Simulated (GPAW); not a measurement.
# An In chain with CO on top of one atom: relaxation, then transmission at several levels

How well does an In chain with CO on top of one atom conduct once its atoms have relaxed, and how much do cheaper levels lose?

Program: GPAW 26.7.0. Level of theory: GPAW LCAO, PAW setups; relaxation of the junction within the symmetry of its start, lead ends held, in the first sound run; inputs show where later runs differ. Results are calculated unless marked as measured.

Report form: the programs' logs are mostly left out.

### 1. The structure

The cell holds 15 atoms: 13 In, 1 C and 1 O. Its edges and angles: a = 9.000 Å, b = 9.000 Å, c = 38.350 Å, α = 90.0°, β = 90.0°, γ = 90.0°. Regions: left lead, 6 atoms (6 In); channel, 3 atoms (1 In, 1 C and 1 O); right lead, 6 atoms (6 In). Vacuum lies along a and b. The structure is stacked along c, and the current runs across the ab planes.

### 2. Relaxation

Transmission follows bond lengths closely, so the atoms between the held lead ends are relaxed first, within whatever symmetry the start has.

run.py reads:

```python
import json
from ase import Atoms
from ase.constraints import FixAtoms
from ase.optimize import BFGS
from gpaw import GPAW, FermiDirac

device = Atoms(
    ['In', 'In', 'In', 'In', 'In', 'In', 'In', 'C', 'O', 'In', 'In', 'In', 'In', 'In', 'In'],
    positions=[
        [4.50000, 4.50000, 1.47500],
        [4.50000, 4.50000, 4.42500],
        [4.50000, 4.50000, 7.37500],
        [4.50000, 4.50000, 10.32500],
        [4.50000, 4.50000, 13.27500],
        [4.50000, 4.50000, 16.22500],
        [4.50000, 4.50000, 19.17500],
        [6.44570, 4.50000, 19.17500],
        [7.60570, 4.50000, 19.17500],
        [4.50000, 4.50000, 22.12500],
        [4.50000, 4.50000, 25.07500],
        [4.50000, 4.50000, 28.02500],
        [4.50000, 4.50000, 30.97500],
        [4.50000, 4.50000, 33.92500],
        [4.50000, 4.50000, 36.87500]],
    cell=[[9.0, 0.0, 0.0], [0.0, 9.0, 0.0], [0.0, 0.0, 38.35]],
    pbc=True)

device.set_constraint(FixAtoms([0, 1, 2, 3, 4, 10, 11, 12, 13, 14]))
device.calc = GPAW(mode='lcao', basis='dzp', xc='PBE', h=0.18,
                   kpts={'size': (1, 1, 2), 'gamma': True},
                   symmetry={'tolerance': 1e-3, 'extra_ids': [1, 1, 1, 1, 1, 0, 0, 0, 0, 0, 1, 1, 1, 1, 1]},
                   occupations=FermiDirac(0.1), maxiter=250,
                   mixer=dict(beta=0.1, nmaxold=8, weight=100.0),
                   convergence=dict(density=0.0001), txt='relax.txt')
path = []
opt = BFGS(device, maxstep=0.15)
opt.attach(lambda: path.append((device.get_potential_energy(), device.positions.tolist(), device.get_forces().tolist())))
relaxed = bool(opt.run(fmax=0.05, steps=50))
json.dump(dict(relaxed=relaxed, path=path, positions=device.positions.tolist(), moments=device.get_magnetic_moments().tolist(),
               forces=device.get_forces(apply_constraint=False).tolist()), open('result.json', 'w'))
```

Command:

```sh
> OMP_NUM_THREADS=1 OPENBLAS_NUM_THREADS=1 python run.py
```

Run time: 22 min. Hardware: 1 thread of Arm Neoverse V2, shared host; peak memory 1.7 GiB.

Relaxation path (22 of 30):

| step | energy less that of the first step (eV) | largest force (eV/Å) |
| --- | --- | --- |
| 1 | 0.0000 | 4.4854 |
| 2 | -0.3410 | 2.7624 |
| 4 | -0.6703 | 2.2290 |
| 5 | -0.7137 | 0.1780 |
| 7 | -0.7194 | 0.1995 |
| 8 | -0.7247 | 0.3111 |
| 9 | -0.7438 | 0.7210 |
| 11 | -0.8247 | 1.2349 |
| 12 | -0.8824 | 1.1343 |
| 13 | -0.9301 | 0.5641 |
| 15 | -0.9440 | 0.2474 |
| 16 | -0.9473 | 0.1765 |
| 18 | -0.9487 | 0.5653 |
| 19 | -0.9522 | 0.4904 |
| 20 | -0.9572 | 0.2160 |
| 22 | -0.9646 | 0.1046 |
| 23 | -0.9646 | 0.0671 |
| 24 | -0.9569 | 0.7001 |
| 26 | -0.9653 | 0.1326 |
| 27 | -0.8729 | 1.5537 |
| 29 | -0.9658 | 0.0606 |
| 30 | -0.9661 | 0.0331 |

The atoms that moved most (Å):

| atom | dx | dy | dz | length |
| --- | --- | --- | --- | --- |
| In10 | 0.616 | 0.000 | -0.106 | 0.625 |
| In6 | 0.616 | 0.000 | 0.106 | 0.625 |
| In7 | -0.575 | 0.000 | 0.000 | 0.575 |
| C8 | -0.111 | 0.000 | 0.000 | 0.111 |
| O9 | -0.087 | 0.000 | 0.000 | 0.087 |

The relaxation lowered the energy of the cell by 0.966 eV (energies extrapolated to zero smearing; the optimiser's log prints free energies). The largest force left on a free atom is 0.033 eV/Å.

### 3. Double-zeta polarised basis

Localised orbitals split the wire into layers that couple to their neighbours alone, which is what the Green's function method needs; double zeta with polarisation is the usual level for numbers.

This step: GPAW LCAO, PAW setups; Landauer transmission from Green's functions with principal layers (ASE), zero bias (GPAW 26.7.0).

run.py reads:

```python
import json
import numpy as np
from ase import Atoms
from ase.transport.calculators import TransportCalculator
from gpaw import GPAW, FermiDirac
from gpaw.lcao.tools import get_lcao_hamiltonian
from scipy.linalg import eigh

# The junction with lead layers at both ends, along the third cell vector
device = Atoms(
    ['In', 'In', 'In', 'In', 'In', 'In', 'In', 'C', 'O', 'In', 'In', 'In', 'In', 'In', 'In'],
    positions=[
        [4.50000, 4.50000, 1.47500],
        [4.50000, 4.50000, 4.42500],
        [4.50000, 4.50000, 7.37500],
        [4.50000, 4.50000, 10.32500],
        [4.50000, 4.50000, 13.27500],
        [5.11608, 4.50000, 16.33104],
        [3.92471, 4.50000, 19.17500],
        [6.33496, 4.50000, 19.17500],
        [7.51822, 4.50000, 19.17500],
        [5.11608, 4.50000, 22.01896],
        [4.50000, 4.50000, 25.07500],
        [4.50000, 4.50000, 28.02500],
        [4.50000, 4.50000, 30.97500],
        [4.50000, 4.50000, 33.92500],
        [4.50000, 4.50000, 36.87500]],
    cell=[[9.0, 0.0, 0.0], [0.0, 9.0, 0.0], [0.0, 0.0, 38.35]],
    pbc=True)

# One principal layer of the lead: the first 3 atoms of the device
lead = Atoms(
    ['In', 'In', 'In'],
    positions=[
        [4.50000, 4.50000, 1.47500],
        [4.50000, 4.50000, 4.42500],
        [4.50000, 4.50000, 7.37500]],
    cell=[[9.0, 0.0, 0.0], [0.0, 9.0, 0.0], [0.0, 0.0, 8.85]],
    pbc=True)

settings = dict(mode='lcao', basis='dzp', xc='PBE', h=0.18,
                occupations=FermiDirac(0.1), maxiter=250,
                mixer=dict(beta=0.1, nmaxold=8, weight=100.0),
                convergence=dict(density=0.0001))
energies = np.arange(-2, 2 + 1e-9, 0.025)
eta = 0.0001
n1, n2 = 1, 1
# k and -k transmit alike, so half of the mesh across the current serves
mesh = [(i, j) for i in range(n1) for j in range(n2) if (i, j) <= (-i % n1, -j % n2)]
weights = np.array([1 if (i, j) == (-i % n1, -j % n2) else 2 for i, j in mesh]) / (n1 * n2)


def ground_state(atoms, size, txt):
    atoms.calc = GPAW(kpts={'size': size, 'gamma': True}, symmetry={'tolerance': 1e-3}, txt=txt, **settings)
    atoms.get_potential_energy()
    return atoms.calc.get_fermi_level()


def blocks(atoms, fermi, points, nz, cells):
    """H - E_F S and S between cell 0 and the cells above it, at each point across the current."""
    kz = np.arange(nz) / nz
    calc = atoms.calc.fixed_density(kpts=[(*k, z) for k in points for z in kz], symmetry='off', txt=None)
    H, S = get_lcao_hamiltonian(calc)
    H = (H - fermi * S).reshape(len(H), len(points), nz, *S.shape[1:])
    S = S.reshape(H.shape[1:])
    phases = [np.exp(-2j * np.pi * kz * R) / nz for R in cells]
    return [(np.einsum('skzij,z->ksij', H, p), np.einsum('kzij,z->kij', S, p)) for p in phases]


def pair(a, b):
    return np.block([[a, b], [b.T.conj(), a]])


def count_channels(h, s, cells, nk=240):
    """Half the number of times that the lead's bands cross each energy, unfolded to its shortest repeat."""
    b = len(h) // cells
    bands = []
    for k in (np.arange(nk + 1) + 0.5) / nk:
        hk, sk = h[:b, :b].copy(), s[:b, :b].copy()
        for R in range(1, cells):
            phase, block = np.exp(2j * np.pi * k * R), slice(R * b, (R + 1) * b)
            hk += h[:b, block] * phase + (h[:b, block] * phase).T.conj()
            sk += s[:b, block] * phase + (s[:b, block] * phase).T.conj()
        w, u = eigh(sk)
        x = u[:, w > 1e-5] / w[w > 1e-5]**0.5  # drop near-dependent combinations
        bands.append(np.r_[eigh(x.T.conj() @ hk @ x, eigvals_only=True), [1e9] * (w <= 1e-5).sum()])
    below = np.array(bands)[:, :, None] < energies
    return (below[1:] != below[:-1]).sum((0, 1)) / 2


fermi_lead = ground_state(lead, (1, 1, 13), 'lead.txt')
fermi_device = ground_state(device, (1, 1, 2), 'device.txt')
T, channels, eigen, tail, misfit, shifts = [], [], [], 0.0, 0.0, []
for first in range(0, len(mesh), 493):
    points = [(i / n1, j / n2) for i, j in mesh[first:first + 493]]
    (H0k, S0k), (H1k, S1k), (H2k, _) = blocks(lead, fermi_lead, points, 5, range(3))
    [(Hk, Sk)] = blocks(device, fermi_device, points, 2, [0])
    tail = max(tail, abs(H2k).max())
    for H0, S0, H1, S1, H, S in zip(H0k, S0k, H1k, S1k, Hk, Sk):
        n = len(S0)
        # Shift the lead onto the potential of the device's first layer
        shift = ((H[:, 0, 0] - H0[:, 0, 0]) / S0[0, 0]).real.mean()
        shifts.append(shift)
        misfit = max(misfit, abs(H[:, :n, :n] - H0 - shift * S0).max())
        Tk, Ck, Ek = [], [], []
        for s in range(len(H)):
            t = s % len(H0)  # a lead without moments serves both spins
            h1, s1 = pair(H0[t] + shift * S0, H1[t] + shift * S1), pair(S0, S1)
            leads = dict(h1=h1, s1=s1, energies=energies, eta=eta, eta1=eta, eta2=eta)
            calc = TransportCalculator(h=H[s], s=S, eigenchannels=3, **leads)
            Tk.append(calc.get_transmission())
            Ek.append(np.sort(calc.eigenchannels_ne, axis=0)[::-1])
            Ck.append(count_channels(h1, s1, 6))
        T.append(Tk)
        channels.append(Ck)
        eigen.append(Ek)
T, channels = np.array(T), np.array(channels)
mean, open_channels = np.einsum('kse,k->se', T, weights), np.einsum('kse,k->se', channels, weights)

print(f'basis functions: device {len(S)}, principal layer {n}')
print(f'Fermi level: lead {fermi_lead:.4f} eV, device {fermi_device:.4f} eV; lead shifted by {np.mean(shifts):.4f} eV')
print(f'largest coupling past the next layer {tail:.2e} eV, largest misfit of the first layer {misfit:.3f} eV')
print('  E-E_F (eV)   ' + 'T (one spin)  channels')
for e, t, c in zip(energies, mean.T, open_channels.T):
    print(f'{e:10.3f}  ', *[f'{x:11.4e}' for x in t], *[f'{x:9.4f}' for x in c])

kT = 8.617333e-5 * 300
fine = np.linspace(energies[0], energies[-1], 4001)
both = np.exp(np.interp(fine, energies, np.log(np.maximum(mean.sum(0) * 2 / len(mean), 1e-30))))
fermi = lambda mu: 1 / (1 + np.exp(np.clip((fine - mu) / kT, -200, 200)))
slope = fermi(0) * (1 - fermi(0)) / kT
G = np.trapezoid(both * slope, fine) / 2
seebeck = -np.trapezoid(both * slope * fine, fine) / (2 * G * 300) * 1e6
print(f'conductance at 300 K: {G:.5g} G0 a cell; thermopower {seebeck:.4g} uV/K')
bias = [0.1, 0.2, 0.5, 1.0, 1.5, 2.0]
current = [38.74 * np.trapezoid(both * (fermi(V / 2) - fermi(-V / 2)), fine) for V in bias]
for V, I in zip(bias, current):
    print(f'current from the zero-bias T(E) at {V} V: {I:.5g} uA')
zero = abs(energies).argmin()
json.dump(dict(energies=energies.tolist(), T=mean.tolist(), channels=open_channels.tolist(), G=G, seebeck=seebeck,
               bias=bias, current=current, tail=tail, misfit=misfit, shift=np.mean(shifts), n_device=len(S), n_lead=n,
               fermi=[fermi_lead, fermi_device], energy=device.get_potential_energy(),
               moments=device.get_magnetic_moments().tolist(), mesh=mesh, weights=weights.tolist(),
               T_k=T[:, :, zero].tolist(), eigen=np.array(eigen[0]).tolist()), open('result.json', 'w'))
```

The job ended after 92 s (1 thread; peak memory 1.9 GiB).

Numbers from this step:

```
conductance                                             : 1.685 G₀
largest coupling past the next principal layer          : 1.88e-6 eV
largest misfit of the first principal layer             : 0.03170 eV
shift that aligns the lead                              : 0.001442 eV
basis functions of the junction                         : 325
basis functions of a principal layer                    : 69
transmission at the Fermi level (one spin)              : 1.699
open channels of the lead at the Fermi level (one spin) : 3
```

One spin. Transmission, zone mean against energy, zero at the Fermi level:

| energy (eV) | transmission, zone mean |
| --- | --- |
| -2.000 | 0.0928 |
| -1.800 | 1.7e-9 |
| -1.600 | 9.9e-10 |
| -1.400 | 6.9e-9 |
| -1.200 | 0.718 |
| -1.000 | 0.811 |
| -0.800 | 0.857 |
| -0.600 | 0.912 |
| -0.400 | 0.973 |
| -0.275 | 0.999 |
| -0.200 | 0.940 |
| 0.000 | 1.70 |
| 0.200 | 1.72 |
| 0.400 | 1.84 |
| 0.600 | 2.16 |
| 0.800 | 2.51 |
| 1.000 | 2.74 |
| 1.200 | 2.85 |
| 1.400 | 2.89 |
| 1.425 | 2.89 |
| 1.600 | 2.86 |
| 1.800 | 2.73 |
| 2.000 | 2.37 |

Crossings of the lead's bands, unfolded to its shortest repeat. Table of open channels, zone mean by energy, zero at the Fermi level:

| energy (eV) | open channels, zone mean |
| --- | --- |
| -2.000 | 1 |
| -1.900 | 0 |
| -1.800 | 0 |
| -1.700 | 0 |
| -1.600 | 0 |
| -1.500 | 0 |
| -1.400 | 0 |
| -1.300 | 0 |
| -1.200 | 1 |
| -1.100 | 1 |
| -1.000 | 1 |
| -0.900 | 1 |
| -0.800 | 1 |
| -0.700 | 1 |
| -0.600 | 1 |
| -0.500 | 1 |
| -0.400 | 1 |
| -0.300 | 1 |
| -0.200 | 1 |
| -0.100 | 3 |
| 0.000 | 3 |
| 0.100 | 3 |
| 0.200 | 3 |
| 0.300 | 3 |
| 0.400 | 3 |
| 0.500 | 3 |
| 0.600 | 3 |
| 0.700 | 3 |
| 0.800 | 3 |
| 0.900 | 3 |
| 1.000 | 3 |
| 1.100 | 3 |
| 1.200 | 3 |
| 1.300 | 3 |
| 1.400 | 3 |
| 1.500 | 3 |
| 1.600 | 3 |
| 1.700 | 3 |
| 1.800 | 3 |
| 1.900 | 3 |
| 2.000 | 3 |

Not self-consistent under bias; the bias window is split evenly. Current through one cell, from the zero-bias transmission against bias:

| bias (V) | current through one cell, from the zero-bias transmission (μA) |
| --- | --- |
| 0.100 | 13.0 |
| 0.200 | 25.7 |
| 0.500 | 59.1 |
| 1.000 | 113 |
| 1.500 | 174 |
| 2.000 | 240 |

Transmission of the three most open eigenchannels against energy, zero at the Fermi level:

| energy (eV) | channel 1 | channel 2 | channel 3 |
| --- | --- | --- | --- |
| -2.000 | 0.0928 | 0 | 0 |
| -1.800 | 1.7e-9 | 0 | 0 |
| -1.600 | 9.9e-10 | 0 | 0 |
| -1.400 | 6.9e-9 | 0 | 0 |
| -1.200 | 0.718 | 0 | 0 |
| -1.000 | 0.811 | 0 | 0 |
| -0.800 | 0.857 | 0 | 0 |
| -0.600 | 0.912 | 0 | 0 |
| -0.400 | 0.973 | 0 | 0 |
| -0.200 | 0.940 | 1.3e-7 | 3.6e-10 |
| 0.000 | 0.882 | 0.746 | 0.0710 |
| 0.200 | 0.912 | 0.658 | 0.154 |
| 0.400 | 0.903 | 0.614 | 0.320 |
| 0.600 | 0.887 | 0.675 | 0.597 |
| 0.800 | 0.884 | 0.846 | 0.784 |
| 1.000 | 0.962 | 0.901 | 0.875 |
| 1.200 | 0.994 | 0.930 | 0.924 |
| 1.400 | 0.998 | 0.953 | 0.939 |
| 1.600 | 0.991 | 0.954 | 0.920 |
| 1.800 | 0.954 | 0.940 | 0.834 |
| 2.000 | 0.919 | 0.872 | 0.577 |

Couplings past the next layer reach 1.9e-6 eV, small enough to drop; the matrix elements of the cell's first layer differ from the bulk lead's by up to 0.032 eV. That layer keeps its own values in the calculation, and only beyond it is the lead taken as perfect. The Fermi levels of lead and junction count from different zeros of potential, one for each periodic cell; with both set to zero, the small remaining shift is what aligns them. By hand: G = 1.685 × 77.48 μS = 131 μS, a resistance of 7.66 kΩ; at 0.1 V a linear junction would pass 13.1 μA, and the integral over the bias window gives 13.0 μA.

### 4. Single-zeta polarised basis

One radial function a shell plus polarisation makes the matrices smaller; the question is what that costs.

Changes to run.py since step 3:

```diff
@@ -40,3 +40,3 @@
 
-settings = dict(mode='lcao', basis='dzp', xc='PBE', h=0.18,
+settings = dict(mode='lcao', basis='szp(dzp)', xc='PBE', h=0.18,
                 occupations=FermiDirac(0.1), maxiter=250,
```

It took 69 s on 1 thread; peak memory 1.8 GiB.

This step gave:

```yaml
conductance: 1.661 G₀
largest_coupling_past_the_next_principal_layer: 1.86e-6 eV
largest_misfit_of_the_first_principal_layer: 0.03190 eV
shift_that_aligns_the_lead: 0.002942 eV
basis_functions_of_the_junction: 200
basis_functions_of_a_principal_layer: 42
transmission_at_the_fermi_level_one_spin: 1.676
```

One spin. The transmission, zone mean by energy, zero at the Fermi level:

energy (eV), transmission, zone mean and a bar:
```
   -2.000       0.00 
   -1.900       0.00 
   -1.800       0.00 
   -1.700       0.00 
   -1.600       0.00 
   -1.500       0.00 
   -1.400       0.00 
   -1.300       0.00 
   -1.200       0.67 #######
   -1.100       0.82 #########
   -1.000       0.85 #########
   -0.900       0.87 #########
   -0.800       0.89 ##########
   -0.700       0.91 ##########
   -0.600       0.94 ##########
   -0.500       0.96 ##########
   -0.400       0.98 ##########
   -0.300       1.00 ###########
   -0.200       0.95 ##########
   -0.100       1.52 ################
    0.000       1.68 ##################
    0.100       1.71 ##################
    0.200       1.71 ##################
    0.300       1.74 ###################
    0.400       1.85 ####################
    0.500       2.02 ######################
    0.600       2.23 ########################
    0.700       2.42 ##########################
    0.800       2.57 ###########################
    0.900       2.67 ############################
    1.000       2.73 #############################
    1.100       2.78 ##############################
    1.200       2.80 ##############################
    1.300       2.82 ##############################
    1.350       2.82 ##############################
    1.400       2.82 ##############################
    1.500       2.80 ##############################
    1.600       2.75 #############################
    1.700       2.67 ############################
    1.800       2.53 ###########################
    1.900       2.31 #########################
    2.000       2.03 ######################
```

Crossings of the lead's bands, unfolded to its shortest repeat. Table of open channels, zone mean by energy, zero at the Fermi level:

| energy (eV) | open channels, zone mean |
| --- | --- |
| -1.300 | 0 |
| -1.200 | 1 |
| -1.100 | 1 |
| -1.000 | 1 |
| -0.900 | 1 |
| -0.800 | 1 |
| -0.700 | 1 |
| -0.600 | 1 |
| -0.500 | 1 |
| -0.400 | 1 |
| -0.300 | 1 |
| -0.200 | 1 |
| -0.100 | 3 |
| 0.000 | 3 |
| 0.100 | 3 |
| 0.200 | 3 |
| 0.300 | 3 |
| 0.400 | 3 |
| 0.500 | 3 |
| 0.600 | 3 |
| 0.700 | 3 |
| 0.800 | 3 |
| 0.900 | 3 |
| 1.000 | 3 |
| 1.100 | 3 |
| 1.200 | 3 |
| 1.300 | 3 |
| 1.400 | 3 |
| 1.500 | 3 |
| 1.600 | 3 |
| 1.700 | 3 |
| 1.800 | 3 |
| 1.900 | 3 |
| 2.000 | 3 |

Not self-consistent under bias; the bias window is split evenly. Current through one cell, from the zero-bias transmission against bias:

| bias (V) | current through one cell, from the zero-bias transmission (μA) |
| --- | --- |
| 0.100 | 12.8 |
| 0.200 | 25.3 |
| 0.500 | 58.5 |
| 1.000 | 113 |
| 1.500 | 175 |
| 2.000 | 243 |

Table of transmission of the three most open eigenchannels by energy, zero at the Fermi level:

| energy (eV) | channel 1 | channel 2 | channel 3 |
| --- | --- | --- | --- |
| -1.300 | 3.0e-8 | 0 | 0 |
| -1.200 | 0.665 | 0 | 0 |
| -1.100 | 0.824 | 0 | 0 |
| -1.000 | 0.854 | 0 | 0 |
| -0.900 | 0.874 | 0 | 0 |
| -0.800 | 0.893 | 0 | 0 |
| -0.700 | 0.914 | 0 | 0 |
| -0.600 | 0.937 | 0 | 0 |
| -0.500 | 0.960 | 0 | 0 |
| -0.400 | 0.982 | 0 | 0 |
| -0.300 | 0.998 | 0 | 0 |
| -0.200 | 0.954 | 4.2e-8 | 1.4e-10 |
| -0.100 | 0.844 | 0.643 | 0.0359 |
| 0.000 | 0.890 | 0.712 | 0.0746 |
| 0.100 | 0.915 | 0.678 | 0.115 |
| 0.200 | 0.924 | 0.615 | 0.169 |
| 0.300 | 0.922 | 0.572 | 0.250 |
| 0.400 | 0.914 | 0.563 | 0.373 |
| 0.500 | 0.906 | 0.584 | 0.534 |
| 0.600 | 0.899 | 0.706 | 0.626 |
| 0.700 | 0.895 | 0.849 | 0.680 |
| 0.800 | 0.940 | 0.895 | 0.735 |
| 0.900 | 0.984 | 0.899 | 0.786 |
| 1.000 | 0.998 | 0.907 | 0.828 |
| 1.100 | 0.997 | 0.917 | 0.861 |
| 1.200 | 0.991 | 0.928 | 0.882 |
| 1.300 | 0.988 | 0.935 | 0.893 |
| 1.400 | 0.991 | 0.933 | 0.891 |
| 1.500 | 0.997 | 0.923 | 0.876 |
| 1.600 | 0.998 | 0.911 | 0.842 |
| 1.700 | 0.993 | 0.897 | 0.778 |
| 1.800 | 0.977 | 0.881 | 0.668 |
| 1.900 | 0.951 | 0.864 | 0.495 |
| 2.000 | 0.915 | 0.844 | 0.272 |

The conductance, 1.66 G₀, lies 1.4 % below that of the dzp run.

### 5. Minimal basis

One function for each valence shell of the setup, as for a first survey of a large system.

Changes to run.py since step 4:

```diff
@@ -40,3 +40,3 @@
 
-settings = dict(mode='lcao', basis='szp(dzp)', xc='PBE', h=0.18,
+settings = dict(mode='lcao', basis='sz(dzp)', xc='PBE', h=0.18,
                 occupations=FermiDirac(0.1), maxiter=250,
```

Elapsed: 48 s, on 1 thread; peak memory 1.7 GiB.

Numbers from this step:

* conductance: 1.713 G₀
* largest coupling past the next principal layer: 1.93e-6 eV
* largest misfit of the first principal layer: 0.02151 eV
* shift that aligns the lead: -0.005472 eV
* basis functions of the junction: 125
* basis functions of a principal layer: 27
* transmission at the Fermi level (one spin): 1.728

The conductance, 1.71 G₀, lies 1.7 % above that of the dzp run.

[end of part 1 of 2]

[Logs are printed without paths, hosts, clocks, repeated set-up lines and the standing remarks that a program may print on its own settings, such as how far it seeks lower states.]

[Hosts, paths, dates, database ids (printed as entryN), source tags and the programs' standing remarks are cut or masked in the printed files.]
